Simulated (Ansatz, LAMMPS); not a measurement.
# Structural relaxation of aqueous Li+ and OH-, 4.1 mol of salt per kg of water, from a frame at 300 K (87 atoms), part 2 of 2

Wanted: the relaxed structure of aqueous Li+ and OH-, 4.1 mol of salt per kg of water, from a frame at 300 K (87 atoms) and its electronic structure.

Ansatz 0.2.0; Kohn-Sham DFT, PBEsol, PAW (set soft_2), plane waves.

The cell: 29 O, 56 H and 2 Li. The network of contacts between molecules at the start is that of the classical potential that made the cell. The functional has no dispersion term. The density was typed from a rule of thumb and may lie off the real one at this temperature. The Brillouin zone is sampled at Γ only, in a cell whose shortest periodic width is 9 Å.

So far. Step 4 (Relaxation): The relaxation changed the energy by -67.5 meV/atom, and atoms moved by 0.95 Å r.m.s., 2.1 Å at most.

## (6) Single point at the relaxed geometry (continued)

Electrostatic potential energy in the ac plane at fractional y = 0.094, with atoms of O and H and Li within 0.2 Å of it. With pseudopotentials it is smooth inside the atoms' cores, unlike the true potential.

Ten even steps from '_' (-38 eV) to '@' (5 eV), each cell a mean:
```
__##%%++....++%%@@@@@@@@@@**__::%%@@@@@@@@@@@@**____
..##%%++::::**%%@@@@@@@@@@%%**##@@@@@@@@@@@@@@**____
##@@@@%%****%%@@@@@@@@@@@@@@@@@@@@@@@@@@@@@@%%--..==
@@@@@@@@@@@@@@@@@@@@@@@@@@@@@@@@@@@@@@@@@@@@%%----%%
@@@@@@@@@@@@@@@@@@@@@@@@@@@@@@@@@@@@@@@@####%%%%%%@@
@@@@@@@@@@@@@@@@%%%%@@@@@@@@@@@@@@@@@@**..__==%%@@@@
@@@@@@@@@@@@@@@@%%%%@@@@@@@@@@@@@@@@@@==____..%%@@@@
@@@@@@@@@@@@@@@@@@@@@@@@@@@@@@@@@@@@@@##..__::##@@@@
@@@@@@@@@@@@@@@@@@@@@@@@@@@@@@@@@@@@@@@@%%++__==%%@@
%%%%@@@@@@@@@@@@@@@@@@%%++--**@@@@@@@@@@@@%%++##@@@@
::--##@@@@@@@@@@@@@@@@**____..%%@@@@@@@@@@@@@@@@@@**
____++@@@@@@@@@@@@@@@@**____::%%@@@@@@@@@@@@@@@@@@--
..::##@@@@@@@@@@%%%%@@@@**====##@@@@@@@@@@@@@@@@@@++
##%%@@@@%%%%@@%%%%%%@@@@@@%%**##@@@@@@@@@@@@@@@@@@@@
@@@@@@@@%%@@%%%%@@@@@@@@@@@@%%@@@@@@@@@@@@@@@@@@@@@@
@@@@@@@@@@@@@@@@@@@@@@@@@@@@@@@@@@@@@@@@@@@@@@@@@@@@
@@@@@@@@@@@@@@%%@@@@@@@@@@@@@@@@@@@@@@@@@@@@@@@@@@@@
@@@@@@@@@@@@**==##@@@@@@@@@@@@@@@@@@%%##%%@@@@@@@@@@
@@@@@@@@@@%%--__++@@@@@@@@@@@@@@@@@@##==##@@@@@@@@@@
@@@@@@@@@@@@**==##@@@@@@@@@@@@@@@@@@%%##%%@@@@@@@@@@
@@@@@@@@@@@@++==**%%@@@@@@@@@@@@@@@@@@@@@@@@@@@@@@@@
@@@@@@@@@@@@%%##%%@@@@@@@@@@@@@@@@@@@@@@@@@@@@@@@@@@
@@@@@@@@@@@@@@@@@@@@@@@@@@@@@@@@@@@@@@@@@@@@@@%%%%%%
++@@@@##++++%%@@@@@@@@@@@@%%++**@@@@@@@@@@@@@@##==::
```
Columns run along a (9.3 Å; values clipped at the 3rd and 97th percentile), rows up along c (9.3 Å). Atoms in or near the plane, at fractional coordinates: O at (0.80, 0.72), H at (0.86, 0.63), O at (0.97, 0.95), H at (0.91, 0.86), H at (0.27, 0.23), O at (0.50, 0.53), H at (0.56, 0.97), Li at (0.18, 0.95).

Valence density in the ac plane at fractional y = 0.094, with atoms of O and H and Li within 0.2 Å of it. It is the smooth field of the valence electrons, not physical close to the nuclei.

Values in e/Å³, 13 rows by 16 columns, each cell a mean:
```
3.1 0.3 3.1 3.5 0.1 0.0 0.0 0.1 0.6 0.6 0.1 0.0 0.0 0.1 1.4 5.7
0.7 0.1 0.3 0.3 0.1 0.0 0.0 0.0 0.1 0.1 0.1 0.0 0.1 0.2 1.0 1.6
0.0 0.0 0.0 0.1 0.1 0.1 0.0 0.0 0.0 0.0 0.0 0.2 1.1 1.3 0.4 0.1
0.0 0.0 0.0 0.0 0.1 0.1 0.0 0.0 0.0 0.0 0.1 0.6 4.4 4.8 0.7 0.1
0.1 0.1 0.0 0.0 0.0 0.0 0.1 0.2 0.3 0.1 0.1 0.2 1.1 1.8 0.6 0.1
1.9 0.7 0.1 0.0 0.0 0.0 0.3 2.6 3.6 0.8 0.1 0.0 0.1 0.2 0.2 0.7
4.3 1.6 0.2 0.1 0.1 0.2 0.4 2.2 3.1 0.8 0.1 0.0 0.0 0.0 0.1 1.4
0.6 0.3 0.2 0.3 0.5 0.3 0.1 0.2 0.4 0.3 0.1 0.0 0.0 0.0 0.0 0.2
0.0 0.0 0.1 0.2 0.4 0.2 0.0 0.0 0.1 0.2 0.2 0.1 0.0 0.0 0.0 0.0
0.0 0.0 0.0 0.2 0.6 0.2 0.0 0.0 0.0 0.1 0.2 0.2 0.2 0.1 0.0 0.0
0.0 0.0 0.1 0.5 1.6 0.6 0.1 0.0 0.0 0.0 0.1 0.3 0.4 0.2 0.0 0.0
0.0 0.0 0.1 0.5 1.2 0.5 0.1 0.1 0.1 0.1 0.1 0.1 0.2 0.1 0.1 0.1
0.8 0.1 0.2 0.3 0.2 0.1 0.1 0.2 0.6 0.4 0.1 0.0 0.0 0.1 0.7 1.6
```
Columns run along a (9.3 Å), rows up along c (9.3 Å). Atoms in or near the plane, at fractional coordinates: O at (0.80, 0.72), H at (0.86, 0.63), O at (0.97, 0.95), H at (0.91, 0.86), H at (0.27, 0.23), O at (0.50, 0.53), H at (0.56, 0.97), Li at (0.18, 0.95).

Mean Löwdin charges: H +0.38, Li +0.78, O -0.70 e (they miss 0.99 % of the electrons, so they add up to more than the cell's charge). The largest share in the top eV of filled states is O p (99 % of the projected weight), and in the lowest eV of empty states H s (54 % of the projected weight).

A closer look about Li87, one of the 2 Li atoms: 8 atoms, nearest first, numbered in the order of the input, with positions taken from that point.

| atom | x | y | z | distance (Å) | bonds | Löwdin charge (e) |
| --- | --- | --- | --- | --- | --- | --- |
| Li87 | 0.00 | 0.00 | 0.00 | 0.00 | 4 | 0.78 |
| O10 | -1.94 | -0.07 | 0.03 | 1.94 | 3 | -0.74 |
| O46 | 0.43 | 1.73 | -0.85 | 1.98 | 3 | -0.77 |
| O16 | 0.78 | -1.22 | -1.41 | 2.02 | 3 | -0.72 |
| O55 | 0.85 | -0.60 | 1.74 | 2.03 | 3 | -0.73 |
| H17 | 1.37 | -0.62 | -1.90 | 2.43 | 1 | 0.40 |
| H57 | 1.81 | -0.73 | 1.46 | 2.43 | 1 | 0.37 |
| H11 | -2.48 | -0.14 | -0.82 | 2.62 | 1 | 0.37 |

The column of bonds counts only the pairs H-O within 1.21 Å, O-Li within 2.52 Å; other neighbours, such as metal atoms beside each other in a compound, aren't counted, and periodic images can show an atom twice.

## (7) A repeat

The input is that of the reference in all keys that bear on the result, so the run is a repeat.

input.yaml reads:

```yaml
crystal:
  lattice:
    - [9.28326, 0.0, 0.0]
    - [0.0, 9.28326, 0.0]
    - [0.0, 0.0, 9.28326]
  atoms:
    [... the 87 atom lines of step 3 ...]
kpoints:
  mp_grid: { grid: [1, 1, 1], shift: [0.0, 0.0, 0.0] }
hamiltonian:
  xc: pbesol
scf:
  occupations: { method: gaussian, width: 0.025 }
output:
  forces: true
  stress: true
  populations: true
  dos:
    method: { smearing: { sigma: 0.08 } }
    de: 0.1
    projected: { site_lists: { H: [H], Li: [Li], O: [O] } }
  eigenvalues: true
```

Started as:

```
$ ansatz run input.yaml --threads 4 --pin off --max-ram 8192MiB --backend cpu --events-out ev --progress --plain --runs-dir out
```

The job ended after 4.9 s (4 threads of Arm Neoverse V2, shared host; peak memory 0.81 GiB; 18 s of CPU time).

Geometry and reference: those of the single point at the start.

Forces differ from those of the single point at the start by 0 meV/Å r.m.s., 0 % of their size. It took 1.0 times the reference's time (shared host, so rough).

## (8) Results

```json
{"energy change in the relaxation": "-67.48 meV/atom", "r.m.s. displacement": "0.949 Å", "largest displacement": "2.09 Å", "free energy per atom": "-201.9389 eV/atom", "pressure": "-0.7853 GPa", "r.m.s. force component": "0.00557 eV/Å", "gap (highest filled to lowest empty level)": "4.63 eV", "wall time of the 4 DFT runs": "2.1 min"}
```

Relaxation lowers the energy by 67.5 meV/atom and moves atoms by 0.95 Å r.m.s.; the r.m.s. force component goes from 0.44 to 0.0056 eV/Å, the pressure goes from -2.7 to -0.79 GPa, and the gap from 4.11 to 4.63 eV. By the final cutoffs no bond was broken or made. From the first step to the last the energy fell by 5.871 eV, and the largest move was 2.09 Å (H9). The O-Li bonds change most in mean length: from 2.002 Å (spread 0.057) to 2.010 Å (spread 0.060). Counting bonds as in the table, all H atoms have 1, all Li atoms have 4 and 66 % of O atoms have 2 bonded neighbours. The 27 water molecules hold 3.33 hydrogen bonds each to other water on average, with a mean O–O distance of 2.74 Å. The highest filled and lowest empty levels differ by 4.63 eV (at Γ alone); a semilocal functional tends to put such gaps too low. In a disordered cell it changes from sample to sample and from frame to frame.

**Limits.** The network of contacts between molecules at the start is that of the classical potential that made the cell; in DFT atoms moved by 0.95 Å r.m.s.

[Logs are printed without paths, hosts, clocks, repeated set-up lines and the standing remarks that a program may print on its own settings, such as how far it seeks lower states.]

[Hosts, paths, dates, database ids (printed as entryN), source tags and the programs' standing remarks are cut or masked in the printed files.]
